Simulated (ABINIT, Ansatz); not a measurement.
Planning a run of ABINIT 10.8.3 on AlBO3 (R-3c). The input:

```
acell 3*1.0 Angstrom
rprim 
  2.231899999996 1.288588065802 4.581666666700
  -2.231899999996 1.288588065802 4.581666666700
  0.000000000000 -2.577176131604 4.581666666700
ntypat 3
znucl 13 5 8
natom 10
typat 1 1 2 2 3 3 3 3 3 3
xred 
  0.000000000000 -0.000000000000 -0.000000000000
  0.500000000000 0.500000000000 0.500000000000
  0.250000000000 0.250000000000 0.250000000000
  0.750000000000 0.750000000000 0.750000000000
  0.940980000000 0.559020000000 0.250000000000
  0.250000000000 0.940980000000 0.559020000000
  0.559020000000 0.250000000000 0.940980000000
  0.059020000000 0.440980000000 0.750000000000
  0.750000000000 0.059020000000 0.440980000000
  0.440980000000 0.750000000000 0.059020000000
pp_dirpath "pseudos"
pseudos "Al.upf, B.upf, O.upf"
ecut 36
ngkpt 4 4 4
nshiftk 1
shiftk 0 0 0
kptopt 1
chksymbreak 0
istwfk *1
occopt 1
irdwfk 1
optdriver 3
nband 120
ecuteps 5.2
inclvkb 2
awtr 1
symchi 1
indata_prefix "in"
outdata_prefix "out"
tmpdata_prefix "tmp"
```

```sh
OMP_NUM_THREADS=1 mpirun -n 8 abinit run.abi > log
```

Question: Estimate wall time and host memory on 8 MPI ranks of Arm Neoverse V1, shared host.

It took 3.4 min; on shared hardware allow 1.7 min to 6.9 min. Peak host memory was 5.1 GiB.

[Paths, hosts, dates, memory and timing lines, banners, echoed tables and standing remarks are left out of the program output.]

[Logs are printed without paths, hosts, clocks, repeated set-up lines and the standing remarks that a program may print on its own settings, such as how far it seeks lower states.]

[Runs of the session that timed out or met a known fault of the program may be left out.]

[Hosts, paths, dates, database ids (printed as entryN), source tags and the programs' standing remarks are cut or masked in the printed files.]

[G0W0 gaps are taken among the corrected bands and points alone; a level outside them can change the order at an edge.]

[Where Ansatz stands beside ABINIT at settings called matched, ABINIT's density can come from a denser mesh and the files from another edition; pairs whose starting gaps differed by over 0.03 eV were left out, so agreement reads better than it is.]
